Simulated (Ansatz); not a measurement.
# Direct or indirect: ZnSe (F-43m)

```yaml
crystal:
  lattice:
    - [0.00000, 2.83380, 2.83380]
    - [2.83380, 0.00000, 2.83380]
    - [2.83380, 2.83380, 0.00000]
  atoms:
    - { symbol: Se, position: [0.75000, 0.75000, 0.75000] }
    - { symbol: Zn, position: [0.00000, 0.00000, 0.00000] }
```

Method: Ansatz, PBE, independent particles, without spin-orbit coupling, line width 0.15 eV (Gaussian). The band structure gives a fundamental gap of 1.29 eV. The spectrum of vertical transitions near the edge:

```tsv
E (eV)	Im ε, E ∥ xyz
0.84	0.00
0.96	0.00
1.08	0.01
1.20	0.09
1.32	0.36
1.44	0.70
1.56	0.94
1.68	1.10
1.80	1.21
1.92	1.31
2.04	1.40
2.16	1.49
2.28	1.59
2.40	1.71
2.52	1.83
2.64	1.98
```

(1) Is the gap direct or indirect, and about where do vertical transitions set in?

## Answers

(1) Direct: the band path has its least direct gap at the fundamental one, 1.29 eV, and the curves rise from there. Lines are broadened by 0.15 eV, which spreads the edge.

[Logs are printed without paths, hosts, clocks, repeated set-up lines and the standing remarks that a program may print on its own settings, such as how far it seeks lower states.]
